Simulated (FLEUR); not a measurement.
# Anisotropy of 2 ML Co on Ru(0001), 3 substrate layers with FLEUR

Wanted: anisotropy for 2 ML Co on Ru(0001), 3 substrate layers, with the cost of each step.

Main program and level: FLEUR MaX-R8.1; PBE; all-electron FLAPW film, Dirac cores, scalar-relativistic bands.

## Step 1: The starting structure

The cell holds 5 atoms: 3 Ru and 2 Co. Cell: a = 2.706 Å, b = 2.706 Å, c = 22.297 Å, α = 90.0°, β = 90.0°, γ = 120.0°. Pseudomorphic film, hard-sphere layer spacings, unrelaxed. Vacuum lies along c.

As a file:

```xyz
5
Lattice="2.7058 0.0000 0.0000 -1.3529 2.3433 0.0000 0.0000 0.0000 22.2967" Properties=species:S:1:pos:R:3
Ru    0.0000    0.0000    7.0000
Ru    1.3529    0.7811    9.1408
Ru    0.0000    0.0000   11.2816
Co    1.3529    0.7811   13.3449
Co    0.0000    0.0000   15.2967
```

## Step 2: The magnetic state

The force theorems are single passes in this state's potential, so it has to be converged first.

No symmetry is used, so that later steps may turn the spins freely; k and −k are joined. FLEUR takes the sheet as a true film: the images along c are dropped, heights are typed in bohr, and the vacuum on both sides is semi-infinite. inpgen writes inp.xml from crystal.txt; cutoffs, mixing, functional, smearing and local orbitals are then set in the file. The k list scf (kpts.xml, not shown) is a Γ-centred 10×10×1 mesh; where the ranks do not divide the number of points, some are split in two of half the weight.

The input, inp.xml:

```
<?xml version="1.0" encoding="UTF-8" standalone="no"?>
<fleurInput fleurInputVersion="0.39">
   <comment>
      Co2Ru3
   </comment>
   <calculationSetup>
      <cutoffs Kmax="3.66" Gmax="11.0" GmaxXC="11.0" numbands="0"/>
      <scfLoop itmax="150" minDistance="0.00002" maxIterBroyd="15" imix="Anderson" alpha="0.03" precondParam="0.0" spinf="2.0" sdNocoIR="T"/>
      <coreElectrons ctail="F" frcor="F" kcrel="0" coretail_lmax="0"/>
      <xcFunctional name="pbe" relativisticCorrections="F"/>
      <magnetism jspins="2" l_noco="F" l_ss="F">
         <qss>0.0 0.0 0.0</qss>
         <mtNocoParams l_mperp="F" l_mtNocoPot="F" l_relaxSQA="F" mag_mixing_scheme="0" mix_RelaxWeightOffD="1.0" l_constrained="F" mix_constr="1.0"/>
         <sourceFreeMag l_sourceFree="F" l_scaleMag="F" mag_scale="1.0"/>
      </magnetism>
      <soc l_soc="F" theta="0.0" phi="0.0" spav="F"/>
      <expertModes spex="0" secvar="F"/>
      <geometryOptimization l_f="F" forcealpha="1.0" forcemix="BFGS" epsdisp="0.00001" epsforce="0.00001"/>
      <ldaU l_linMix="F" mixParam="0.05" spinf="1.0"/>
   </calculationSetup>
   <cell>
      <bzIntegration valenceElectrons="76.0" mode="hist" fermiSmearingEnergy="0.00183747">
         <kPointListSelection listName="scf"/>
         <xi:include xmlns:xi="http://www.w3.org/2001/XInclude" href="kpts.xml"> </xi:include>
      </bzIntegration>
      <xi:include xmlns:xi="http://www.w3.org/2001/XInclude" href="sym.xml"> </xi:include>
      <filmLattice scale="1.0" dVac="21.28" dTilda="23.78">
         <bravaisMatrixFilm>
            <row-1>    5.1132214524806576    -0.0000001170874307</row-1>
            <row-2>   -2.5566106248470737     4.4281797315674236</row-2>
         </bravaisMatrixFilm>
         <vacuumEnergyParameters vacuum="1" spinUp="-.25" spinDown="-.25"/>
         <vacuumEnergyParameters vacuum="2" spinUp="-.25" spinDown="-.25"/>
      </filmLattice>
   </cell>
   <atomSpecies>
      <species name="Ruthenium (Ru)" element="Ru" atomicNumber="44">
         <mtSphere radius="2.4" gridPoints="793" logIncrement="0.016"/>
         <atomicCutoffs lmax="10" lnonsphr="8"/>
         <electronConfig flipSpins="F">
            <coreConfig>(1s1/2) (2s1/2) (2p1/2) (2p3/2) (3s1/2) (3p1/2) (3p3/2) (4s1/2) (3d3/2) (3d5/2)</coreConfig>
            <valenceConfig>(4p1/2) (4p3/2) (5s1/2) (4d3/2) (4d5/2)</valenceConfig>
            <stateOccupation state="(5s1/2)" spinUp="0.500000" spinDown="0.500000"/>
            <stateOccupation state="(4d3/2)" spinUp="1.400000" spinDown="1.400000"/>
            <stateOccupation state="(4d5/2)" spinUp="2.100000" spinDown="2.100000"/>
         </electronConfig>
         <energyParameters s="5" p="5" d="4" f="4"/>
         <lo type="SCLO" l="1" n="4" eDeriv="0"/>
      </species>
      <species name="Cobalt (Co2.000" element="Co" atomicNumber="27">
         <mtSphere radius="2.24" gridPoints="741" logIncrement="0.016"/>
         <atomicCutoffs lmax="8" lnonsphr="6"/>
         <electronConfig flipSpins="F">
            <coreConfig>(1s1/2) (2s1/2) (2p1/2) (2p3/2)</coreConfig>
            <valenceConfig>(3s1/2) (3p1/2) (3p3/2) (4s1/2) (3d3/2) (3d5/2)</valenceConfig>
            <stateOccupation state="(3d3/2)" spinUp="1.5" spinDown="1.3"/>
            <stateOccupation state="(3d5/2)" spinUp="3.0" spinDown="1.2"/>
         </electronConfig>
         <energyParameters s="4" p="4" d="3" f="4"/>
         <lo type="SCLO" l="0" n="3" eDeriv="0"/>
         <lo type="SCLO" l="1" n="3" eDeriv="0"/>
      </species>
   </atomSpecies>
   <atomGroups>
      <atomGroup species="Ruthenium (Ru)">
         <filmPos label="                   1">.0000000000 .0000000000 -7.8392887355</filmPos>
         <force calculate="T" relaxXYZ="TTT"/>
         <nocoParams  alpha="0.0" beta="0.0"/>
      </atomGroup>
      <atomGroup species="Ruthenium (Ru)">
         <filmPos label="                   2">-1.000/3.000 1.000/3.000 -3.7937247944</filmPos>
         <force calculate="T" relaxXYZ="TTT"/>
         <nocoParams  alpha="0.0" beta="0.0"/>
      </atomGroup>
      <atomGroup species="Ruthenium (Ru)">
         <filmPos label="                   3">.0000000000 .0000000000 .2517970120</filmPos>
         <force calculate="T" relaxXYZ="TTT"/>
         <nocoParams  alpha="0.0" beta="0.0"/>
      </atomGroup>
      <atomGroup species="Cobalt (Co2.000">
         <filmPos label="                   4">-1.000/3.000 1.000/3.000 4.1509007099</filmPos>
         <force calculate="T" relaxXYZ="TTT"/>
         <nocoParams  alpha="0.0" beta="0.0"/>
      </atomGroup>
      <atomGroup species="Cobalt (Co2.000">
         <filmPos label="                   5">.0000000000 .0000000000 7.8392887355</filmPos>
         <force calculate="T" relaxXYZ="TTT"/>
         <nocoParams  alpha="0.0" beta="0.0"/>
      </atomGroup>
   </atomGroups>
   <output dos="F" band="F" slice="F">
      <bandDOS minEnergy="-.5*Htr" maxEnergy="0.5*Htr" sigma="0.015" storeEVData="T"/>
      <plotting iplot="0" polar="F">
         <plot TwoD="T" vec1="  1.0  0.0  0.0" vec2="  0.0  1.0  0.0" vec3="  0.0  0.0  1.0" zero="  0.0  0.0 -0.5" file="plot"/>
      </plotting>
      <moessbauerParams electricFieldGradient="F" isomerShift="F" coreHyperfine="F" valenceHyperfine="F"/>
   </output>
</fleurInput>
```

The input, crystal.txt:

```
Co2Ru3
&input film=T cartesian=F /
2.70580026699  -0.00000006196  0.00000000000
-1.35290007984  2.34329179976  0.00000000000
0.00000000000  0.00000000000  1.00000000000
1.8897261246
1.0 1.0 1.0

5
44 0.00000000000  0.00000000000  -7.83928873553
44 0.66666666667  0.33333333333  -3.79372479438
44 0.00000000000  0.00000000000  0.25179701205
27 0.66666666667  0.33333333333  4.15090070991 : 2.000
27 0.00000000000  0.00000000000  7.83928873553 : 2.000

&kpt div1=10 div2=10 div3=1 gamma=T /
```

The run is started by

```
> OMP_NUM_THREADS=1 inpgen -f crystal.txt -nosym -noco > inpgen.log  # inp.xml is then edited as shown
> OMP_NUM_THREADS=1 mpirun -n 8 fleur_MPI > fleur.log
```

The program printed:

```text
Welcome to FLEUR        (www.flapw.de)
      MaX-Release 8.1          (www.max-centre.eu)

 ========== k-point set info ==========
 Selected k-point list: scf
 k-point list type: mesh
 0 x 0 x 0
 Number of k points: 56

 ------------Calculation Setup---------------------------
 Number of MPI-tasks      :            8
 Number of PE/node        :            8
 Number of OMP-threads    :            1
 k-points in parallel     :            8
 pe's per k-point         :            1
 No of k-point loops      :            7
 Eigenvalue solver        :       lapack
 Number of basis functions:          487
 Approximate size of matrices (H+S) per k-point:         0.007 GB
 --------------------------------------------------------
 Iteration:     1   Distance:      36.00343493 me/bohr^3
 Iteration:     2   Distance:      93.78204420 me/bohr^3
 Iteration:     3   Distance:      44.11017372 me/bohr^3
 Iteration:     4   Distance:      43.93325093 me/bohr^3
 Iteration:     5   Distance:      37.36108997 me/bohr^3
 Iteration:     6   Distance:      20.40597307 me/bohr^3
 Iteration:     7   Distance:      14.01247216 me/bohr^3
 Iteration:     8   Distance:      13.30597836 me/bohr^3
 Iteration:     9   Distance:      13.32012638 me/bohr^3
 Iteration:    10   Distance:       8.78614178 me/bohr^3
[... 49 iterations left out ...]
 Iteration:    60   Distance:       0.00011527 me/bohr^3
 Iteration:    61   Distance:       0.00013728 me/bohr^3
 Iteration:    62   Distance:       0.00012357 me/bohr^3
 Iteration:    63   Distance:       0.00006697 me/bohr^3
 Iteration:    64   Distance:       0.00007417 me/bohr^3
 Iteration:    65   Distance:       0.00010629 me/bohr^3
 Iteration:    66   Distance:       0.00009508 me/bohr^3
 Iteration:    67   Distance:       0.00006102 me/bohr^3
 Iteration:    68   Distance:       0.00002763 me/bohr^3
 Iteration:    69   Distance:       0.00001526 me/bohr^3

 ********************************************************************
 Run finished successfully
 Stop message:
   all done
 ********************************************************************

--- out.xml (last complete iteration) ---
<iteration numberForCurrentRun="   69" overallNumber="   69">
         [... left out ...]
         <bandgap value="0.0000000000" units="eV"/>
         <sumValenceSingleParticleEnergies value="-84.9414013924" units="Htr"/>
         <FermiEnergy value="-0.1679774848" units="Htr"/>
         <valenceDensity>
            <mtCharges spin="1">
               <mtCharge atomType="1" total="6.1658368" s="0.1681492" p="3.1007461" d="2.8715124" f="0.0195918"/>
               <mtCharge atomType="2" total="6.2122109" s="0.1753516" p="3.1503736" d="2.8474837" f="0.0306780"/>
               <mtCharge atomType="3" total="6.2115075" s="0.1732417" p="3.1383745" d="2.8664009" f="0.0261259"/>
               <mtCharge atomType="4" total="8.7196012" s="1.1823109" p="3.1479339" d="4.3768843" f="0.0096522"/>
               <mtCharge atomType="5" total="8.7771268" s="1.1760795" p="3.0948998" d="4.4992380" f="0.0053123"/>
            </mtCharges>
            <mtCharges spin="2">
               <mtCharge atomType="1" total="6.1486767" s="0.1677395" p="3.0998306" d="2.8555238" f="0.0197400"/>
               <mtCharge atomType="2" total="6.2295835" s="0.1760005" p="3.1508310" d="2.8643571" f="0.0301373"/>
               <mtCharge atomType="3" total="6.2089564" s="0.1760268" p="3.1477739" d="2.8520144" f="0.0260659"/>
               <mtCharge atomType="4" total="7.0594230" s="1.1831980" p="3.1730719" d="2.6903298" f="0.0100890"/>
               <mtCharge atomType="5" total="6.8569765" s="1.1782604" p="3.1234527" d="2.5484412" f="0.0054022"/>
            </mtCharges>
            <spinDependentCharge spin="1" total="39.7160194" interstitial="3.5201267" mtSpheres="36.0862832" vacuum1="0.0419788" vacuum2="0.0676307"/>
            <spinDependentCharge spin="2" total="36.2839808" interstitial="3.6728424" mtSpheres="32.5036160" vacuum1="0.0423639" vacuum2="0.0651586"/>
            <totalCharge value="76.0000002518"/>
         </valenceDensity>
         [... left out ...]
         <allElectronCharges>
            <spinDependentCharge spin="1" total="94.7160194" interstitial="3.5267077" mtSpheres="91.0797022" vacuum1="0.0419788" vacuum2="0.0676307"/>
            <spinDependentCharge spin="2" total="91.2839808" interstitial="3.6794292" mtSpheres="87.4970292" vacuum1="0.0423639" vacuum2="0.0651586"/>
            <totalCharge value="186.0000002734"/>
         </allElectronCharges>
         <magneticMomentsInMTSpheres units="muBohr">
            <globalMagMoment atomType="1" vec="0.00000   0.00000   0.01716"/>
            <localMagMoment atomType="1" vec="0.00000   0.00000   0.01716"/>
            <globalMagMoment atomType="2" vec="0.00000   0.00000  -0.01737"/>
            <localMagMoment atomType="2" vec="0.00000   0.00000  -0.01737"/>
            <globalMagMoment atomType="3" vec="0.00000   0.00000   0.00256"/>
            <localMagMoment atomType="3" vec="0.00000   0.00000   0.00256"/>
            <globalMagMoment atomType="4" vec="0.00000   0.00000   1.66018"/>
            <localMagMoment atomType="4" vec="0.00000   0.00000   1.66018"/>
            <globalMagMoment atomType="5" vec="0.00000   0.00000   1.92015"/>
            <localMagMoment atomType="5" vec="0.00000   0.00000   1.92015"/>
         </magneticMomentsInMTSpheres>
         <moessbauerParams unitsHFF="kG" unitsIS="e/bohr^3" unitsEFG="Htr/bohr^2">
         </moessbauerParams>
         <totalEnergy value="   -16382.4395478031" units="Htr">
            <sumOfEigenvalues value="    -9809.6454582830">
               <coreElectrons value="-9724.7040568906"/>
               <valenceElectrons value="-84.9414013924"/>
            </sumOfEigenvalues>
            <densityCoulombPotentialIntegral value="-26105.3653816628"/>
            <densityEffectivePotentialIntegral value="-26783.8033341490"/>
            <chargeDenXCDenIntegral value="-520.7828545685"/>
            <FockExchangeEnergyValence value="0.0000000000"/>
            <FockExchangeEnergyCore value="0.0000000000"/>
            <atomTypeDependentContributions atomType="1">
               <electronNucleiInteractionDifferentMTs value="5469.5661221178"/>
               <MadelungTerm value="-10.6500446443"/>
            </atomTypeDependentContributions>
            <atomTypeDependentContributions atomType="2">
               <electronNucleiInteractionDifferentMTs value="5470.8450803605"/>
               <MadelungTerm value="-9.1223077727"/>
            </atomTypeDependentContributions>
            <atomTypeDependentContributions atomType="3">
               <electronNucleiInteractionDifferentMTs value="5470.6406443808"/>
               <MadelungTerm value="-9.4870312295"/>
            </atomTypeDependentContributions>
            <atomTypeDependentContributions atomType="4">
               <electronNucleiInteractionDifferentMTs value="1666.5756562104"/>
               <MadelungTerm value="-4.8063579896"/>
            </atomTypeDependentContributions>
            <atomTypeDependentContributions atomType="5">
               <electronNucleiInteractionDifferentMTs value="1665.6588180511"/>
               <MadelungTerm value="-5.7798155125"/>
            </atomTypeDependentContributions>
            <tkbTimesEntropy value="0.0020383098"/>
            <freeEnergy value="-16382.4415861129"/>
            <extrapolationTo0K value="-16382.4405669580"/>
         </totalEnergy>
         <densityConvergence units="me/bohr^3">
            <chargeDensity spin="1" distance="0.0000081497"/>
            <chargeDensity spin="2" distance="0.0000100136"/>
            <overallChargeDensity distance="0.0000152619"/>
            <spinDensity distance="0.0000100227"/>
         </densityConvergence>
      </iteration>
```

Elapsed: 6.2 min, on 8 MPI ranks of Arm Neoverse V2, shared host; peak memory 1.9 GiB.

Spin moment in the muffin-tin sphere by atom:

```csv
atom,spin moment in the muffin-tin sphere (μB)
Ru1,0.02
Ru2,-0.02
Ru3,0.00
Co4,1.66
Co5,1.92
```

Numbers from this step:

```yaml
free_energy: -445788.9457 eV
program_s_band_gap_on_this_mesh_in_a_metal_only_a_level_spacing: 0 eV
magnetization: 3.432 μB
final_state: ferromagnetic
```

After 69 cycles the largest moment stands at 1.92 μB.

## Step 3: Energy against the direction of the moments, rung 1

Anisotropy is a small difference, so it is taken from sums over occupied states at a frozen potential, where most errors cancel.

One pass with spin–orbit coupling for each direction, from the saved density. The k list mae (kpts.xml, not shown) is a Γ-centred 17×17×1 mesh.

Edit inp.xml of step 2 so:

```diff
@@ -6,4 +6,4 @@
    <calculationSetup>
-      <cutoffs Kmax="3.66" Gmax="11.0" GmaxXC="11.0" numbands="0"/>
-      <scfLoop itmax="150" minDistance="0.00002" maxIterBroyd="15" imix="Anderson" alpha="0.03" precondParam="0.0" spinf="2.0" sdNocoIR="T"/>
+      <cutoffs Kmax="3.66" Gmax="11.0" GmaxXC="11.0" numbands="156"/>
+      <scfLoop itmax="1" minDistance="0.00002" maxIterBroyd="15" imix="Anderson" alpha="0.03" precondParam="0.0" spinf="2.0" sdNocoIR="T"/>
       <coreElectrons ctail="F" frcor="F" kcrel="0" coretail_lmax="0"/>
@@ -15,3 +15,3 @@
       </magnetism>
-      <soc l_soc="F" theta="0.0" phi="0.0" spav="F"/>
+      <soc l_soc="T" theta="0.0" phi="0.0" spav="F"/>
       <expertModes spex="0" secvar="F"/>
@@ -22,3 +22,3 @@
       <bzIntegration valenceElectrons="76.0" mode="hist" fermiSmearingEnergy="0.00183747">
-         <kPointListSelection listName="scf"/>
+         <kPointListSelection listName="mae"/>
          <xi:include xmlns:xi="http://www.w3.org/2001/XInclude" href="kpts.xml"> </xi:include>
@@ -97,2 +97,5 @@
    </output>
+   <forceTheorem>
+      <MAE theta="0.0 1.5707963 1.5707963" phi="0.0 0.0 1.5707963"/>
+   </forceTheorem>
 </fleurInput>
```

The run is started by

```
> OMP_NUM_THREADS=1 mpirun -n 8 fleur_MPI -warn_only > fleur.log
```

The program printed:

```text
[banner, memory and clock lines left out]
Welcome to FLEUR        (www.flapw.de)
      MaX-Release 8.1          (www.max-centre.eu)

 ========== k-point set info ==========
 Selected k-point list: mae
 k-point list type: mesh
 0 x 0 x 0
 Number of k points: 296

 [... set-up left out ...]
 ********************************************************************
 Run finished successfully
 Stop message:
   Forcetheorem MAE
 ********************************************************************

--- out.xml (force theorem) ---
<Forcetheorem_MAE Angles="3" units="Htr">
            <Angle theta="0.0000000" phi="0.0000000" ev-sum="-84.955881521"/>
            <Angle theta="1.5707963" phi="0.0000000" ev-sum="-84.955877742"/>
            <Angle theta="1.5707963" phi="1.5707963" ev-sum="-84.955877574"/>
         </Forcetheorem_MAE>
```

It took 99 s on 8 MPI ranks; peak memory 2.6 GiB; 13 min of CPU time.

Anisotropy energies, by row:

```csv
axis,x,y,z,band energy less the first axis' (meV a cell)
z,0,0,1,0
x,1,0,0,0.1028
y,0,1,0,0.1074
```

Shape anisotropy is not in these numbers.

## Step 4: Energy against the direction of the moments, rung 2

A second rung shows how far the first can be trusted.

The k list mae (kpts.xml, not shown) is a Γ-centred 27×27×1 mesh.

inp.xml is that of step 3.

The program printed:

```text
[banner, memory and clock lines left out]
Welcome to FLEUR        (www.flapw.de)
      MaX-Release 8.1          (www.max-centre.eu)

 ========== k-point set info ==========
 Selected k-point list: mae
 k-point list type: mesh
 0 x 0 x 0
 Number of k points: 736

 [... set-up left out ...]
 ********************************************************************
 Run finished successfully
 Stop message:
   Forcetheorem MAE
 ********************************************************************

--- out.xml (force theorem) ---
<Forcetheorem_MAE Angles="3" units="Htr">
            <Angle theta="0.0000000" phi="0.0000000" ev-sum="-84.955884538"/>
            <Angle theta="1.5707963" phi="0.0000000" ev-sum="-84.955877209"/>
            <Angle theta="1.5707963" phi="1.5707963" ev-sum="-84.955877168"/>
         </Forcetheorem_MAE>
```

Wall time 4 min (8 MPI ranks); peak memory 4.8 GiB; 32 min of CPU time.

Anisotropy energies, by row:

```csv
axis,x,y,z,band energy less the first axis' (meV a cell)
z,0,0,1,0
x,1,0,0,0.1994
y,0,1,0,0.2005
```

(Continued in part 2 of 2.)

[Logs and program files are shortened in this print: banners, set-up blocks, solver, clock and traceback lines can be left out without a mark of their own.]

[Logs are printed without paths, hosts, clocks, repeated set-up lines and the standing remarks that a program may print on its own settings, such as how far it seeks lower states.]

[Hosts, paths, dates, database ids (printed as entryN), source tags and the programs' standing remarks are cut or masked in the printed files.]

[Where a cell is said to come from a database of computed structures, the database is the Materials Project.]
